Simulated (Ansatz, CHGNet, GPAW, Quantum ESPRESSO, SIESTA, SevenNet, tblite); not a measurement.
# Running amorphous Si0.9Ge0.1 (71 atoms) with GPAW

Aim: run amorphous Si0.9Ge0.1 (71 atoms) in GPAW and see how near its forces come to a plane-wave reference, and at what cost.

Main program and level: GPAW 26.7.0; the method is named at each step.

## 1. Set-up

The cell holds 71 atoms: 64 Si and 7 Ge. Its edges and angles: a = 11.462 Å, b = 11.462 Å, c = 11.462 Å, α = 90.0°, β = 90.0°, γ = 90.0°. 71 atoms (64 Si, 7 Ge) placed at random at 2.54 g/cm³, melted at 3500 K for 10 ps at fixed volume with the Tersoff potential (Tersoff, Phys. Rev. B 39, 5566 (1989)). Quenched from 3500 K to 300 K at 100 K/ps and fixed volume, held 5 ps. Then every atom was moved at random, 0.02 Å r.m.s. a Cartesian component.

The yardstick, on the same geometry:

- method: Kohn-Sham DFT, PBE, SSSP efficiency 1.3.0 pseudopotentials, plane waves (Quantum ESPRESSO 7.5); sssp-pbe-1.3.0-efficiency, cutoffs 45/360 Ry, Γ point
- r.m.s. force component: 0.501 eV/Å
- longest force: 2.101 eV/Å
- pressure: -1.47 GPa
- time: 2.1 min on 4 MPI ranks of Arm Neoverse V2, shared host
- CPU time: 8.4 min

## 2. PBE, LCAO dzp, h 0.2 Å

Method: Kohn-Sham DFT, PBE, PAW, atomic orbitals (dzp).

Input file run.py:

```python
import numpy as np
from ase.io import read
from gpaw import GPAW, FermiDirac

atoms = read("structure.xyz")
atoms.calc = GPAW(
    mode="lcao",
    basis="dzp",
    h=0.2,
    xc="PBE",
    kpts={"size": (1, 1, 1), "gamma": True},
    occupations=FermiDirac(0.05),
    maxiter=200,
    symmetry={"point_group": False},
    txt="gpaw.txt",
)
energy = atoms.get_potential_energy(force_consistent=True)
forces = atoms.get_forces()
print(f"energy {energy:.6f} eV")
print("forces (eV/A)")
for i, (a, f) in enumerate(zip(atoms, forces)):
    print(f"{i:4d} {a.symbol:2s} {f[0]:10.5f} {f[1]:10.5f} {f[2]:10.5f}")
print(f"Fermi level {atoms.calc.get_fermi_level():.4f} eV")
for k in range(len(atoms.calc.get_ibz_k_points())):
    for s in range(atoms.calc.get_number_of_spins()):
        e = atoms.calc.get_eigenvalues(kpt=k, spin=s)
        n = np.searchsorted(e, atoms.calc.get_fermi_level())
        print(f"k {k} spin {s} levels about the Fermi level:", np.round(e[max(n - 6, 0):n], 4).tolist(), "|", np.round(e[n:n + 6], 4).tolist())
```

Input file structure.xyz:

```xyz
71
Lattice="11.46160 0.00000 0.00000 0.00000 11.46160 0.00000 0.00000 0.00000 11.46160" Properties=species:S:1:pos:R:3 pbc="T T T"
Si 0.26419 7.62483 10.10707
Si 5.58879 8.71953 5.85183
Si 0.77973 3.85545 2.55869
Si 6.87719 6.43855 10.51304
Si 8.54611 6.25746 5.95396
Si 5.73791 9.08011 1.34869
Si 6.72326 11.14297 0.46844
Si 3.71883 7.12224 5.56403
Si 3.05406 5.48587 0.00115
Si 5.60232 5.83991 3.02838
Si 10.33401 10.57035 7.41600
Si 2.87308 2.75182 2.78333
Si 2.25851 1.10799 1.03200
Si 0.57572 1.52863 4.98568
Si 7.93899 2.76396 10.68634
Si 9.32779 9.56264 1.94377
Si 4.95416 2.43914 5.78180
Si 6.60303 5.09067 5.06121
Si 1.48439 10.78399 4.79141
Si 5.83522 2.93085 0.22385
Si 10.90823 1.43041 7.13038
Si 1.34720 10.74216 9.39977
Si 0.53938 2.35822 11.25770
Si 9.80276 1.87638 0.48070
Si 3.34243 6.92235 3.24845
Si 3.85752 4.10348 8.51562
Si 9.13008 10.99706 0.05834
Si 7.01140 6.94252 1.47717
Si 10.39177 7.12121 4.39678
Si 3.67505 10.66215 3.64685
Si 4.58968 1.35063 3.52490
Si 1.07051 5.94421 3.80491
Si 4.63255 4.85594 6.28313
Si 5.83281 9.69984 3.77121
Si 0.88346 4.67920 0.34786
Si 5.39165 1.07143 7.73681
Si 8.69099 5.02385 10.34432
Si 10.48519 6.11878 0.07164
Si 1.01871 1.75958 8.99472
Si 8.69110 10.88050 9.14361
Si 9.21215 5.02190 7.97911
Si 8.26290 1.59935 3.72353
Si 5.03795 4.85124 10.32037
Si 0.40505 7.07742 6.44222
Si 6.42893 1.42376 2.17598
Si 1.98148 5.20425 5.97952
Si 5.25434 8.48376 10.43567
Si 4.36469 0.79337 11.17873
Si 0.64231 9.03415 7.94220
Si 7.66242 8.18851 6.77507
Si 3.31424 8.93902 1.94423
Si 9.35324 7.04556 2.03111
Si 2.58872 2.93807 5.29090
Si 1.30616 10.35475 1.77105
Si 1.49620 4.14165 8.38061
Si 7.69085 1.36473 8.56629
[... 11 atom lines left out ...]
Ge 3.53499 10.10902 9.86282
Ge 10.48381 2.12555 2.96500
Ge 4.37157 4.22738 1.72944
Ge 8.14691 10.59579 3.90520
```

Command:

```
$ OMP_NUM_THREADS=1 python run.py > output.txt
```

The log of the run:

```text
energy -340.797660 eV
forces (eV/A)
   0 Si    0.18211    0.26701   -0.25265
   1 Si   -0.08525   -0.40099    0.45543
   2 Si   -0.31643    1.11061    0.42181
   3 Si   -0.74955    0.39512    0.57186
   4 Si    0.01678   -0.99519    0.03745
   5 Si    0.16859   -0.11699    0.18071
   6 Si   -1.39043    0.05062    0.59774
   7 Si   -0.13170    1.33193    0.76377
   8 Si    0.40899    0.06743    0.58421
   9 Si   -0.52569    0.04620   -0.17368
  10 Si   -0.06811   -0.12488   -0.20020
  11 Si   -1.02828    0.01355    0.17355
  12 Si    0.13226   -0.27702    0.20474
  13 Si    0.23462    0.01343    0.18775
  14 Si    0.51347    0.13136   -0.31517
  15 Si    0.20217   -0.57663    0.76631
  16 Si    0.37708   -1.16181   -0.30692
  17 Si    1.31080   -0.07823    0.05026
  18 Si    0.69816   -0.63131    0.07652
  19 Si   -0.84091   -0.90606    0.14820
  20 Si    0.24290   -0.46931   -0.23113
  21 Si   -0.77275    0.86375    0.01050
  22 Si    0.23504   -0.02723   -0.82222
  23 Si   -0.07858   -1.26613    0.33705
[...]
63 Si   -0.52838    0.63032    0.09802
  64 Ge    0.76975   -0.01804   -0.31646
  65 Ge   -0.42237   -0.10558   -0.26687
  66 Ge    0.35703   -0.43569   -0.10263
  67 Ge    0.78605    0.67840    0.38568
  68 Ge    0.30085   -0.01163   -0.15070
  69 Ge    0.17802    0.48787   -0.25496
  70 Ge   -0.03213   -0.26835   -0.35467
Fermi level 5.1462 eV
k 0 spin 0 levels about the Fermi level: [4.6578, 4.8296, 4.8592, 4.9756, 5.0624, 5.1019] | [5.1738, 5.2645, 5.3246, 5.3938, 5.4919, 5.5457]
```

gpaw.txt:

```text
Input parameters:
  mode=LCAO(),
  basis={'default': 'dzp'},
  h=0.2,
  kpts=MonkhorstPack(size=(1, 1, 1), gamma=True),
  maxiter=200,
  occupations=Occupations(name='fermi-dirac', width=0.05, fixmagmom=False),
  symmetry=Symmetry(point_group=False),
  xc=XC(name='PBE')
Unit cell  # Å
| periodic |         x |         y |         z |   lengths |    angles |
|----------|-----------|-----------|-----------|-----------|-----------|
|      yes | 11.461600 |  0.000000 |  0.000000 | 11.461600 | 90.000000 |
|      yes |  0.000000 | 11.461600 |  0.000000 | 11.461600 | 90.000000 |
|      yes |  0.000000 |  0.000000 | 11.461600 | 11.461600 | 90.000000 |
Number of symmetries: 1
Symmetry operations  # r_c * U_cc + t_c -> r_c
|   | kind |            matrix            |
|---|------|------------------------------|
| 0 |  E   |  1, 0, 0,  0, 1, 0,  0, 0, 1 |
BZ-sampling:
  Number of BZ points: 1
  Number of IBZ points: 1
  Monkhorst-Pack size: [1, 1, 1]
  Monkhorst-Pack shift: [0, 0, 0]
[... lines left out ...]
  Fermi-Dirac:
[... lines left out ...]
xc functional:
  name: PBE with 2 nearest neighbor stencil
interpolation: tri-quintic # 5. degree polynomial
Initialization done in: 7.782 s
convergence criteria:
- Maximum [total energy] change in last 3 cyles: 0.0005 eV / valence electron
- Maximum integral of absolute [dens]ity change: 0.0001 electrons / valence electron
- Maximum integral of absolute [eigenst]ate change: 4e-08 eV^2 / valence electron
maximum number of iterations: 200
SCF iterations
|iter     |      energy | eigst |  dens |
|---------|-------------|-------|-------|
|iter:   1| -341.605085 |      c|       |
|iter:   2| -341.305998 |      c| -0.95 |
|iter:   3| -351.316221 |      c| -0.98 |
|iter:   4| -358.883750 |      c| -1.10 |
|iter:   5| -342.480697 |      c| -0.96 |
|iter:   6| -341.030214 |      c| -1.48 |
|iter:   7| -340.750654 |      c| -1.77 |
|iter:   8| -340.726136 |      c| -2.06 |
|iter:   9| -340.718831c|      c| -2.21 |
|iter:  10| -340.686310c|      c| -2.27 |
|iter:  11| -340.685090c|      c| -2.66 |
[...]
|iter:  15| -340.680416c|      c| -3.48 |
|iter:  16| -340.680514c|      c| -3.81 |
|iter:  17| -340.680442c|      c| -4.14c|
Converged in 17 steps
SCF loop duration: 192.089 s (11.299 s/step)
Energy contributions relative to reference atoms: (reference = -904409.496982)
Energy contributions:
  Kinetic:         386.841811
  Coulomb:        -334.201753
  Zero:             -0.842162
  External:          0.000000
  Xc:             -392.361118
  Entropy:          -0.234437
  Spinorbit:         0.000000
  ----------------------------
  Free energy:    -340.797660
  Extrapolated:   -340.680442
dipole moment: (14.809704, 66.909878, -29.979697)  # |e|*Ang
Fermi level: 5.146
Eigenvalues  # (at kpt = [0.000, 0.000, 0.000])
| band index |      eig [eV] | occ [0-2] |
|------------|---------------|-----------|
|          0 |        -7.166 |     2.000 |
|        ... |               |           |
|        134 |         4.452 |     2.000 |
|        135 |         4.571 |     2.000 |
[...]
|        149 |         5.754 |     0.000 |
|        ... |               |           |
|        174 |         7.388 |     0.000 |
Gap: 0.072 eV
Transition (v -> c):
  (s=0, k=0, n=141, [0.00, 0.00, 0.00]) -> (s=0, k=0, n=142, [0.00, 0.00, 0.00])
No difference between direct/indirect transitions
Force computation time: 25.126  # s
timing:  # [seconds]
  Total:  225.022  # ━━━━━━━━━━━━━━━━━━━━━━━━━━━━━━━━━━━━━━━━━━━━━━━━━━━━━━━━
  Init:     7.781  # ━━
  SCF:    192.089  # ━━━━━━━━━━━━━━━━━━━━━━━━━━━━━━━━━━━━━━━━━━━━━━━━
  Forces:  25.126  # ━━━━━━╸
```

Wall time 3.8 min (1 thread of Arm Neoverse V2, shared host); peak memory 1.5 GiB.

Banners, paths, timers and routine set-up lines are dropped from the logs unmarked, and long logs keep their key lines alone; longer cuts are marked.

Compared with the plane-wave run:

| Quantity | Value |
| --- | --- |
| r.m.s. force component | 0.5258 eV/Å |
| r.m.s. difference of force components | 40.1 meV/Å |
| longest difference of force vectors | 163.9 meV/Å |
| force difference over r.m.s. force | 8.004 % |
| slope of forces against the reference's | 1.048 |
| correlation of force components | 0.9981 |

Length of the force difference by element (eV/Å):

```
element  atoms   mean  most
     Ge      7  0.071  0.15
     Si     64  0.063  0.16
```

The surroundings of Si46, which has 6 bonded neighbours where the commonest count for Si is 4, nearest first, numbered as they follow in the input and with coordinates relative to it.

```
atom      x      y      z  distance (Å)  bonds     Fx     Fy  Fz (eV/Å)
Si46   0.00   0.00   0.00          0.00      6   0.00  -0.07       0.17
Si53   0.61  -2.27  -0.69          2.45      4  -0.45  -0.38      -0.19
Si32  -0.91   0.74  -2.17          2.47      4   0.02  -0.80      -0.12
Si44  -1.58   1.87   0.46          2.49      4   0.20   0.31       0.16
 Si8   1.74   1.92  -0.42          2.62      5  -0.13   1.33       0.76
Si55  -0.49  -1.06   2.40          2.67      4   0.06  -0.44      -0.89
Si33   2.65  -0.35   0.30          2.69      5  -0.21  -0.14       0.46
Si61  -2.07   0.61   2.40          3.23      4   0.17   0.62       0.49
Si26   1.88  -1.10   2.54          3.34      4   0.28   1.05      -0.83
```

Atoms are counted from 1 here, from 0 in the log.

Forces lie 8.0 % from the reference's, at 0.45 times its CPU time (on 1 against 4 cores).

## 3. PBE, LCAO dzp, h 0.2 Å, other mixer settings

Method: Kohn-Sham DFT, PBE, PAW, atomic orbitals (dzp).

Changes to run.py since step 2:

```diff
@@ -2,3 +2,3 @@
 from ase.io import read
-from gpaw import GPAW, FermiDirac
+from gpaw import GPAW, FermiDirac, Mixer
 
@@ -12,2 +12,3 @@
     occupations=FermiDirac(0.05),
+    mixer=Mixer(0.03, 7, 100),
     maxiter=200,
```

structure.xyz is that of step 2.

The log of the run:

```text
energy -340.797656 eV
forces (eV/A)
   0 Si    0.18160    0.26679   -0.25106
   1 Si   -0.08331   -0.40096    0.45352
   2 Si   -0.31642    1.11093    0.42220
   3 Si   -0.74956    0.39317    0.57502
   4 Si    0.01510   -0.99402    0.03806
   5 Si    0.16845   -0.11650    0.18039
[...]
68 Ge    0.30026   -0.01214   -0.15052
  69 Ge    0.17894    0.48954   -0.25298
  70 Ge   -0.03301   -0.26748   -0.35345
Fermi level 5.1462 eV
k 0 spin 0 levels about the Fermi level: [4.6579, 4.8297, 4.8592, 4.9755, 5.0624, 5.1019] | [5.1738, 5.2646, 5.3248, 5.394, 5.4919, 5.5456]
```

gpaw.txt:

```text
Input parameters:
  mode=LCAO(),
  basis={'default': 'dzp'},
  h=0.2,
  kpts=MonkhorstPack(size=(1, 1, 1), gamma=True),
  maxiter=200,
[... lines left out ...]
  occupations=Occupations(name='fermi-dirac', width=0.05, fixmagmom=False),
[... lines left out ...]
  Fermi-Dirac:
[... lines left out ...]
convergence criteria:
- Maximum [total energy] change in last 3 cyles: 0.0005 eV / valence electron
[... lines left out ...]
Converged in 22 steps
[... lines left out ...]
  Free energy:    -340.797656
[... lines left out ...]
Fermi level: 5.146
[... lines left out ...]
|        ... |               |           |
|        174 |         7.388 |     0.000 |
Gap: 0.072 eV
Transition (v -> c):
  (s=0, k=0, n=141, [0.00, 0.00, 0.00]) -> (s=0, k=0, n=142, [0.00, 0.00, 0.00])
No difference between direct/indirect transitions
Force computation time: 25.123  # s
timing:  # [seconds]
  Total:  280.491  # ━━━━━━━━━━━━━━━━━━━━━━━━━━━━━━━━━━━━━━━━━━━━━━━━━━━━━━━━
  Init:     7.724  # ━╸
  SCF:    247.613  # ━━━━━━━━━━━━━━━━━━━━━━━━━━━━━━━━━━━━━━━━━━━━━━━━━╸
  Forces:  25.123  # ━━━━━
```

The job ended after 4.7 min (1 thread; peak memory 1.4 GiB).

Numbers from this run, and their distance from the reference:

```
r.m.s. force component                          : 0.5258 eV/Å
r.m.s. difference of force components           : 39.84 meV/Å
longest difference of force vectors             : 161.5 meV/Å
force difference over r.m.s. force              : 7.952 %
slope of forces against the reference's         : 1.047
correlation of force components                 : 0.9981
energy less the same-level run's                : 0.0001 meV/atom
r.m.s. force difference from the same-level run : 1.352 meV/Å
```

Against the first run (8.0 %), the force difference from the reference is 8.0 %, at 1.2 times the CPU time: another solver or mixer reaches the same state.

## 4. PBE, LCAO szp(dzp), h 0.2 Å

Method: Kohn-Sham DFT, PBE, PAW, atomic orbitals (szp(dzp)).

Changes to run.py since step 3:

```diff
@@ -2,3 +2,3 @@
 from ase.io import read
-from gpaw import GPAW, FermiDirac, Mixer
+from gpaw import GPAW, FermiDirac
 
@@ -7,3 +7,3 @@
     mode="lcao",
-    basis="dzp",
+    basis="szp(dzp)",
     h=0.2,
@@ -12,3 +12,2 @@
     occupations=FermiDirac(0.05),
-    mixer=Mixer(0.03, 7, 100),
     maxiter=200,
```

structure.xyz is that of step 3.

The log of the run:

```text
energy -328.852566 eV
forces (eV/A)
   0 Si    0.19898    0.35587   -0.27872
   1 Si   -0.10395   -0.53047    0.47487
   2 Si   -0.38783    1.22503    0.49226
   3 Si   -0.77372    0.44059    0.52387
   4 Si    0.15716   -1.15653   -0.11935
   5 Si    0.21330   -0.08999    0.25059
[...]
68 Ge    0.44920   -0.11678   -0.20034
  69 Ge    0.13472    0.45375   -0.20405
  70 Ge   -0.04232   -0.28008   -0.32654
Fermi level 4.9931 eV
k 0 spin 0 levels about the Fermi level: [4.479, 4.666, 4.6996, 4.8134, 4.8928, 4.9531] | [5.0199, 5.1261, 5.1933, 5.2495, 5.3679, 5.3957]
```

gpaw.txt:

```text
Input parameters:
  mode=LCAO(),
  basis={'default': 'szp(dzp)'},
  h=0.2,
  kpts=MonkhorstPack(size=(1, 1, 1), gamma=True),
  maxiter=200,
  occupations=Occupations(name='fermi-dirac', width=0.05, fixmagmom=False),
[... lines left out ...]
  Fermi-Dirac:
[... lines left out ...]
convergence criteria:
- Maximum [total energy] change in last 3 cyles: 0.0005 eV / valence electron
[... lines left out ...]
Converged in 17 steps
[... lines left out ...]
  Free energy:    -328.852566
[... lines left out ...]
Fermi level: 4.993
[... lines left out ...]
|        ... |               |           |
|        174 |         7.392 |     0.000 |
Gap: 0.067 eV
Transition (v -> c):
  (s=0, k=0, n=141, [0.00, 0.00, 0.00]) -> (s=0, k=0, n=142, [0.00, 0.00, 0.00])
No difference between direct/indirect transitions
Force computation time: 19.648  # s
timing:  # [seconds]
  Total:  178.332  # ━━━━━━━━━━━━━━━━━━━━━━━━━━━━━━━━━━━━━━━━━━━━━━━━━━━━━━━━
  Init:     6.965  # ━━
  SCF:    151.692  # ━━━━━━━━━━━━━━━━━━━━━━━━━━━━━━━━━━━━━━━━━━━━━━━╸
  Forces:  19.648  # ━━━━━━
```

Wall time 3 min (1 thread); peak memory 1.4 GiB.

Against the reference:

```
r.m.s. force component                  : 0.5685 eV/Å
r.m.s. difference of force components   : 117.1 meV/Å
longest difference of force vectors     : 365.5 meV/Å
force difference over r.m.s. force      : 23.38 %
slope of forces against the reference's : 1.116
correlation of force components         : 0.9839
```

This is a coarse setting, run to see what it loses.

Against the first run (8.0 %), the force difference from the reference is 23 %, at 0.79 times the CPU time, with 639 basis functions against 923: the smaller basis costs accuracy.

## 5. The ladder

Differences are against the plane-wave reference, forces as r.m.s. over components; share is that over the reference's r.m.s. force, slope the least-squares factor from reference forces to these. Total energies of different programs have different zeros and aren't compared.

```
                                              run  Δ force, r.m.s. (meV/Å)  share (%)  slope  cores  CPU time  memory (GiB)
                                        reference                        -          -      -      4   8.4 min           4.2
                      GPAW PBE, LCAO dzp, h 0.2 Å                     40.1       8.00  1.048      1   3.8 min           1.5
GPAW PBE, LCAO dzp, h 0.2 Å, other mixer settings                     39.8       7.95  1.047      1   4.7 min           1.4
        GPAW PBE, LCAO szp(dzp), h 0.2 Å (coarse)                      117       23.4  1.116      1     3 min           1.4
```

Rows marked coarse were listed beforehand as settings not expected to be converged; some can still land near the reference.

CPU time is summed over cores on a shared host, where runs went side by side, so it is rough. Symmetry, cutoffs, thresholds, outputs and thread counts weren't matched or tuned between programs; memory under MPI is the largest rank's times the ranks.

Within one program, basis, potentials and functional, energies share a zero. Each run against its twin at the usual cutoff or grid and solver:

```
                                              run               twin  Δ energy (meV/atom)  Δ force, r.m.s. (meV/Å)  CPU time over the twin's
GPAW PBE, LCAO dzp, h 0.2 Å, other mixer settings  LCAO dzp, h 0.2 Å               1.0e-4                     1.35                       1.2
```

A second geometry, displaced anew (every atom was moved at random, 0.06 Å r.m.s. a Cartesian component), gives an energy difference that all programs can be tested on. The reference puts it at 36.41 meV/atom.

```
                                              run  energy less the first geometry's (meV/atom)  error (meV/atom)  force share at the second geometry (%)
                      GPAW PBE, LCAO dzp, h 0.2 Å                                        38.73              2.32                                    6.90
GPAW PBE, LCAO dzp, h 0.2 Å, other mixer settings                                        38.73              2.32                                    6.90
                 GPAW PBE, LCAO szp(dzp), h 0.2 Å                                        41.77              5.36                                    18.6
```

## 6. What came out

```json
{
 "nearest in forces": "a tie at 8.0 % of 2 runs: GPAW PBE, LCAO dzp, h 0.2 Å; GPAW PBE, LCAO dzp, h 0.2 Å, other mixer settings"
}
```

In words: The PBE runs in local orbitals, coarse settings apart, differ by 8.0 % in each run; basis, grid and potentials can all enter. Runs with settings chosen to be coarse differ by 23 % (GPAW PBE, LCAO szp(dzp), h 0.2 Å), their programs' other errors included. Of the electronic-structure runs that take under half the reference's CPU time, GPAW PBE, LCAO dzp, h 0.2 Å comes nearest, at 8.0 % in 3.8 min against 8.4 min. GPAW PBE, LCAO szp(dzp), h 0.2 Å stiffens the forces by a factor of 1.12 while following their directions (correlation 0.984); the slopes of the 3 GPAW runs lie between 1.05 and 1.12. The energy difference between the two geometries, 36.4 meV/atom in the reference, is met best by GPAW PBE, LCAO dzp, h 0.2 Å (+2.32) and GPAW PBE, LCAO dzp, h 0.2 Å, other mixer settings (+2.32) and worst by GPAW PBE, LCAO szp(dzp), h 0.2 Å (coarse) (+5.36). The potentials hold different valence shells: 354 electrons in the reference, 284 in GPAW; this bears on time and differences. GPAW's setups keep the filled d shell of Ge in the core. The quench rate of 100 K/ps is many orders above laboratory rates, so the cell is likely richer in defects and strain than a real sample. The network of bonds at the start is that of the classical potential that made the cell, and needn't be the one that DFT or experiment would give. The electronic-structure runs sample only Γ, in a cell whose shortest periodic width is 11 Å, which is coarse for a cell with partly filled levels.

[Also dropped from logs without a mark: logging warnings of Python, and SIESTA's first energy breakdown and zero terms.]

[Logs are printed without paths, hosts, clocks, repeated set-up lines and the standing remarks that a program may print on its own settings, such as how far it seeks lower states.]

[Hosts, paths, dates, database ids (printed as entryN), source tags and the programs' standing remarks are cut or masked in the printed files.]
